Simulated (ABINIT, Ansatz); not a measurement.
# MgS (Niningerite): third-order response, part 3 of 3

Wanted: vibrational spectra of MgS (Niningerite) from linear and non-linear response.

ABINIT 10.8.3; DFT LDA, scalar-relativistic, plane waves, HGH norm-conserving pseudopotentials.

So far, mean static dielectric tensor (ions relaxed, fixed cell): step 6 (zone-centre analysis) 15.2.

### 8. Cross-check with Ansatz

The same cell goes through another code, with its own cutoff. The potentials differ. Its k mesh is centred on Γ.

This step: DFT LDA, scalar-relativistic, plane waves, PseudoDojo norm-conserving pseudopotentials (Ansatz 0.2.0).

input.yaml

```yaml
crystal:
  lattice:
    - [0.0, 2.556031763, 2.556031763]
    - [2.556031763, 0.0, 2.556031763]
    - [2.556031763, 2.556031763, 0.0]
  atoms:
    - { symbol: Mg, position: [0.0, 0.0, 0.0] }
    - { symbol: S, position: [0.5, 0.5, 0.5] }
kpoints:
  mp_grid: { grid: [8, 8, 8] }
hamiltonian:
  xc: lda
  pseudopotentials: { kind: nc, accuracy: standard }
scf:
  occupations: { method: fixed }
output:
  eigenvalues: true
phonons:
  method: dfpt
  dielectric: true
  rigid_motions: translations
  raman: true
```

Command:

```sh
$ ansatz run input.yaml --threads 2 --pin off --max-ram 4096MiB --backend cpu --events-out ev --progress --plain --runs-dir out
```

Log:

```text
Engine: ansatz 0.2.0, aarch64-unknown-linux-gnu
Pseudopotentials: kind: nc
Pseudopotential: Mg, nc, valence charge 10, recommended cutoff 1142.878222 eV (normal), Mg.nc.azcp (PseudoDojo's, or run here from an input of PseudoDojo's; its table is named by hamiltonian.pseudopotentials.accuracy)
Pseudopotential: S, nc, valence charge 6, recommended cutoff 734.707429 eV (normal), S.nc.azcp (PseudoDojo's, or run here from an input of PseudoDojo's; its table is named by hamiltonian.pseudopotentials.accuracy)
Functional definition: SPW92
  exchange = slater_x
  correlation = pw_c
Crystal: 2 atoms, lattice volume = 33.399 Å³
Basis set: ecut = 1142.878222 eV, 2891 PW (Γ), exchange–correlation on 80×80×80 points (8 copies of the dense FFT grid, shifted against one another)
Bands: 12, of which v1, the nominal top of the filled ones, is band 8 counted from 1 (7 counted from 0)
Symmetry: 48 space group operations
k-points: 59 of 512 (irreducible under 8 space group operations, time reversal used)
Non-local potential: Mg, projectors of the file, l = 0: 2, l = 1: 2
Non-local potential: S, projectors of the file, l = 0: 2, l = 1: 2, l = 2: 2
Initial density: superposition of atomic densities (chi_scale 0.1, normalization cell, long waves kept (reshape's long-wave potential 0.00 eV rms))
Initial wavefunctions: pseudopotential atomic-orbital guess
Functional: x = slater, c = lda
SCF iter   1: F=—  HF=-1917.146671 eV  |F-HF|=—  |Δ(HF+E_count)|=         —  Δρ=4.45e-2  dr2=3.49e-1  ethr=3.10e-3  ⟨swp⟩=5.1  Hψ=3901  notcnv=0  defer=109
preconditioner: auto → none  [insulator: Δε(μ)=2.753 eV  Ē_g=11.992 eV  n_scr=8 (ndim 8)  ℏωp=18.2 eV  f_vac=0.000  ε∞_Penn≈3.3]
SCF iter   2: F=—  HF=-1917.034275 eV  |F-HF|=—  |Δ(HF+E_count)|=   1.12e-1  Δρ=1.61e-2  dr2=3.82e-2  ethr=2.18e-3  ⟨swp⟩=3.0  Hψ=1648  notcnv=0  defer=105
SCF iter   3: F=—  HF=-1917.028324 eV  |F-HF|=—  |Δ(HF+E_count)|=   5.95e-3  Δρ=4.34e-3  dr2=2.88e-3  ethr=2.39e-4  ⟨swp⟩=2.1  Hψ=1206  notcnv=0  defer=111
SCF iter   4: F=—  HF=-1917.028199 eV  |F-HF|=—  |Δ(HF+E_count)|=   1.25e-4  Δρ=9.29e-4  dr2=9.86e-5  ethr=1.80e-5  ⟨swp⟩=2.2  Hψ=1005  notcnv=0  defer=111
SCF iter   5: F=—  HF=-1917.028204 eV  |F-HF|=—  |Δ(HF+E_count)|=   4.90e-6  Δρ=6.00e-5  dr2=4.81e-7  ethr=6.16e-7  ⟨swp⟩=2.2  Hψ=895  notcnv=0  defer=107
SCF iter   6: F=—  HF=-1917.028205 eV  |F-HF|=—  |Δ(HF+E_count)|=   9.69e-7  Δρ=6.75e-6  dr2=1.44e-8  ethr=3.01e-9  ⟨swp⟩=2.2  Hψ=937  notcnv=0  defer=13
SCF iter   7: F=—  HF=-1917.028205 eV  |F-HF|=—  |Δ(HF+E_count)|=   1.91e-9  Δρ=1.19e-6  dr2=3.38e-10  ethr=8.98e-11  ⟨swp⟩=2.2  Hψ=970  notcnv=0  defer=13
SCF iter   8: F=-1917.028205 eV  HF=-1917.028205 eV  |F-HF|=2.27e-13  |Δ(HF+E_count)|=  1.10e-10  Δρ=6.55e-8  dr2=2.24e-13  ethr=1.00e-12  ⟨swp⟩=9.0  Hψ=4853  notcnv=0
SCF 1 converged in 8 iterations: F = -1917.028205 eV  dr2 = 2.24e-13
DFPT response loops at Γ: preconditioner auto → none (the input reference at scf.mixing.eps_inf says where Resta's filter doesn't serve); β = 0.50; Broyden in place of MSR1
── the response to a field inside a basis, on 10×10×10 k-points: an SCF that follows is theirs, and a resumed run solves both again ──
Bands: 9, of which v1, the nominal top of the filled ones, is band 8 counted from 1 (7 counted from 0)
k-points: 110
Initial density: handed on by an earlier stage of this run
Initial wavefunctions: pseudopotential atomic-orbital guess (no wavefunctions were taken with the density)
Eigensolver: Dense (110 Hₖ)
SCF iter   1: F=—  HF=-1917.026815 eV  |F-HF|=—  |Δ(HF+E_count)|=         —  Δρ=6.75e-5  dr2=3.13e-7  ethr=1.00e-1
preconditioner: auto → none  [insulator: Δε(μ)=2.819 eV  Ē_g=9.550 eV  n_scr=8 (ndim 8)  ℏωp=18.2 eV  f_vac=0.000  ε∞_Penn≈4.6]
SCF iter   2: F=—  HF=-1917.026815 eV  |F-HF|=—  |Δ(HF+E_count)|=   1.89e-7  Δρ=3.29e-5  dr2=3.04e-8  ethr=1.96e-9
SCF iter   3: F=—  HF=-1917.026815 eV  |F-HF|=—  |Δ(HF+E_count)|=   7.51e-8  Δρ=1.24e-5  dr2=4.65e-9  ethr=1.90e-10
SCF iter   4: F=-1917.026815 eV  HF=-1917.026815 eV  |F-HF|=0.00e0  |Δ(HF+E_count)|=   1.27e-8  Δρ=1.09e-7  dr2=1.32e-12  ethr=2.91e-11
SCF 1 converged in 4 iterations: F = -1917.026815 eV  dr2 = 1.32e-12
DFPT response loops at Γ: mixed as the last ones told, above
DFPT response loops at Γ: mixed as the last ones told, above
SCF converged after 8 iterations
Free energy (F): -1917.028205 eV
Harris-Foulkes:  -1917.028205 eV  (|F-HF|=2.27e-13)
Internal energy: -1917.028205 eV  (E = F + TS)
E sigma→0 (E₀):  -1917.028205 eV
Fermi energy:    6.798135 eV
--- Per-component energies (eV) ---
  E_band       = -324.560413
  E_kinetic    = 1028.466709
  E_local      = -1725.865197  (includes V_loc(G=0)·N_el)
  E_nonlocal   = -452.621379
  E_hartree    = 593.197596
  E_xc         = -297.837984
  E_vxc        = -360.935747  (∫ρ·V_xc dr)
  E_ewald      = -1062.367950
  E_smearing   = -0.000000  (= −TS)
  E_closure    = 0.000000  (closes the sum)
  Σ components = -1917.028205   (vs F -1917.028205, Δ=0.00e0)
--- Band table (eV; the first three rows and the last of 59) ---
  k-point 0: bands = [... 4 lower, -6.1656, 6.7981, 6.7981, 6.7981, 10.7041, 14.5946, 14.5946, 14.5946]
  k-point 1: bands = [... 4 lower, -5.9985, 5.6872, 6.6855, 6.6855, 11.4976, 14.3178, 14.8622, 14.8622]
  k-point 2: bands = [... 4 lower, -5.5428, 3.8087, 6.4421, 6.4421, 11.7618, 14.5086, 14.5086, 15.2411]
  k-point 58: bands = [... 4 lower, -4.2188, 3.2973, 3.2973, 4.2363, 12.0850, 14.7032, 14.7032, 14.8588]
--- Phonons (Γ-DFPT): 2 representative perturbations + reference, on 59 of 512 k-points (Σ response iterations 6) ---
  k mesh reduced under 8 symmetry operations, with k and −k counted as one. Each operation leaves every solved perturbation unchanged. A smaller set is not considered because the run solves the response to a homogeneous field
  ASR residual: 1.282e-4 → 0.000e0 eV/Å²; symmetrization residual: 3.045e-6 eV/Å²
  ASR residual per site (eV/Å²): 1.28e-4 3.75e-5
  Γ frequencies (cm⁻¹): 0.00 0.00 0.00 259.47 259.47 259.47
  ε∞ (high-frequency dielectric tensor):
        5.600108     0.000000    -0.000000
        0.000000     5.600108     0.000000
       -0.000000     0.000000     5.600108
  ε⁰ (static dielectric tensor: ions relaxed, cell fixed):
       13.908856    -0.000000     0.000000
       -0.000000    13.908856    -0.000000
        0.000000    -0.000000    13.908856
  ε⁰ − ε∞ (ionic part):
        8.308748    -0.000000     0.000000
       -0.000000     8.308748    -0.000000
        0.000000    -0.000000     8.308748
  softest optical mode at Γ: 259.47 cm⁻¹; the repairs (sum rule, projections) moved no ω² at Γ by more than (1.28 cm⁻¹)²
  Born effective charges Z* (e; rows j = field, columns β = displacement):
    site 0:
         2.29107   -0.00000    0.00000
         0.00000    2.29107    0.00000
         0.00000    0.00000    2.29107
    site 1:
        -2.29107    0.00000   -0.00000
        -0.00000   -2.29107   -0.00000
        -0.00000   -0.00000   -2.29107
  Z* charge neutrality: 3.214e-4 e pre-enforcement
  solved inside a basis spanned on kpoints, on 10×10×10 k-points transformed towards the longest dipole: ε∞ is read to err by 1.5e-2, Z* by 1.1e-2 e (field_mesh: kpoints solves on kpoints); Z* is corrected for what the basis lacks
  Raman tensors (in the event stream and the table raman_tensors.tsv): an entry may err by 5.4e-4 Å², one of the second-order susceptibility by 1.8e-19 pm/V (basis, points and sum rule); their sum over the sites missed zero by 2.621e-21 Å² ahead of its enforcement
  optical modes at Γ without the LO–TO term, one row a degenerate level:
      ω (cm⁻¹)  modes    IR ((D/Å)²/amu)  static Raman (Å⁴/amu)  depolarisation
        259.47      3            26.2791                 0.0000               —
  optical modes at Γ + LO–TO along q̂ = [1.0000, 0.0000, 0.0000]:
      ω (cm⁻¹)  modes    IR ((D/Å)²/amu)  static Raman (Å⁴/amu)  depolarisation
        259.47      2            17.5194                 0.0000               —
        408.92      1             8.7597                 0.0000               —
  optical modes at Γ + LO–TO along q̂ = [0.0000, 1.0000, 0.0000]:
      ω (cm⁻¹)  modes    IR ((D/Å)²/amu)  static Raman (Å⁴/amu)  depolarisation
        259.47      2            17.5194                 0.0000               —
        408.92      1             8.7597                 0.0000               —
  optical modes at Γ + LO–TO along q̂ = [0.0000, 0.0000, 1.0000]:
      ω (cm⁻¹)  modes    IR ((D/Å)²/amu)  static Raman (Å⁴/amu)  depolarisation
        259.47      2            17.5194                 0.0000               —
        408.92      1             8.7597                 0.0000               —
```

Elapsed: 1.9 min, on 2 threads of Arm Neoverse V2, shared host; peak memory 0.81 GiB.

This step gave:

```
gap on the k-mesh                                : 2.671 eV
sum-rule residual before enforcement             : 1.28e-4 eV/Å²
miss of the charge sum rule                      : 3.21e-4 e
estimated error of the dielectric tensor         : 0.01500
estimated error of the Born charges              : 0.01076 e
highest optical zone-centre mode (no LO-TO term) : 259.5 cm⁻¹
lowest optical zone-centre mode                  : 259.5 cm⁻¹
mean high-frequency dielectric constant          : 5.600
largest Born charge in size (third of the trace) : 2.291 e
mean static dielectric constant                  : 13.91
highest mode moved by the LO-TO term             : 408.9 cm⁻¹
```

Transverse modes. Lines of the infrared spectrum (strongest = 100):

```
position (cm⁻¹)  label  IR intensity ((D/Å)²/amu), degenerate modes summed, relative
            260    T1u                                                           100
```

### 9. The two compared: ABINIT HGH and Ansatz, PseudoDojo

Worked out from the results:

| Property | Result |
| --- | --- |
| root-mean-square difference | 19.1 cm⁻¹ |
| largest difference | 19.1 cm⁻¹ |

Optical modes, paired by symmetry label. Frequencies side by side, by row:

```
q (reciprocal lattice)  mode  ABINIT HGH (cm⁻¹)  Ansatz, PseudoDojo (cm⁻¹)
                 0 0 0     4              240.4                      259.5
                 0 0 0     5              240.4                      259.5
                 0 0 0     6              240.4                      259.5
```

The two runs side by side. Further quantities:

```csv
quantity,ABINIT HGH,"Ansatz, PseudoDojo"
mean ε∞,5.526,5.6
"largest Born charge in size (e; the first before, the second after the charge sum rule)",2.294,2.291
summed IR intensity ((D/Å)²/amu),26.32,26.28
summed Raman activity (Å⁴/amu),0,0
```

At the zone centre the largest difference (acoustic modes at Γ apart) is 8 % of the highest mode.

### 10. What came out

```yaml
space_group_after_relaxation: Fm-3m
volume_per_atom: 16.7 Å³
highest_optical_zone_centre_mode_no_lo_to_term: 240.4 cm⁻¹
highest_mode_moved_by_the_lo_to_term: 399 cm⁻¹
mean_high_frequency_dielectric_constant: 5.53
largest_born_charge_in_size_third_of_the_trace: 2.29 e
mean_static_dielectric_constant: 15.2
imaginary_optical_modes_at_the_zone_centre_no_q_mesh_in_this_session: none
largest_difference_from_ansatz_pseudodojo: 19.1 cm⁻¹
```

No mode is Raman active in this structure; the strongest infrared line lies at 240 cm⁻¹. At the LDA level the optical modes of MgS (Niningerite) at the zone centre (no LO-TO term) lie at 240 cm⁻¹. Along the directions run, the highest mode that the macroscopic field moves lies at 399 cm⁻¹. Lattice motion raises the mean dielectric constant from 5.526 to 15.22. The Born charge of S is -2.294 e against a formal charge of -2, somewhat above it. The Lyddane-Sachs-Teller relation holds: (ωLO/ωTO)² is 2.75 and ε₀/ε∞ is 2.75. ABINIT HGH and Ansatz, PseudoDojo differ by 19.1 cm⁻¹ in the root mean square and by 19.1 cm⁻¹ at most, 7.9 % of the highest mode compared (acoustic modes at Γ left out); the two use different potentials, and the cell was not relaxed for the second set. These are harmonic frequencies at zero temperature: anharmonic shifts and linewidths and thermal expansion are left out. The HGH files keep few electrons and have no core correction, which is cheap but rough for Mg.

[Host names and launcher messages were left out of these logs when they were recorded.]

[Logs are printed without paths, hosts, clocks, repeated set-up lines and the standing remarks that a program may print on its own settings, such as how far it seeks lower states.]

[Hosts, paths, dates, database ids (printed as entryN), source tags and the programs' standing remarks are cut or masked in the printed files.]
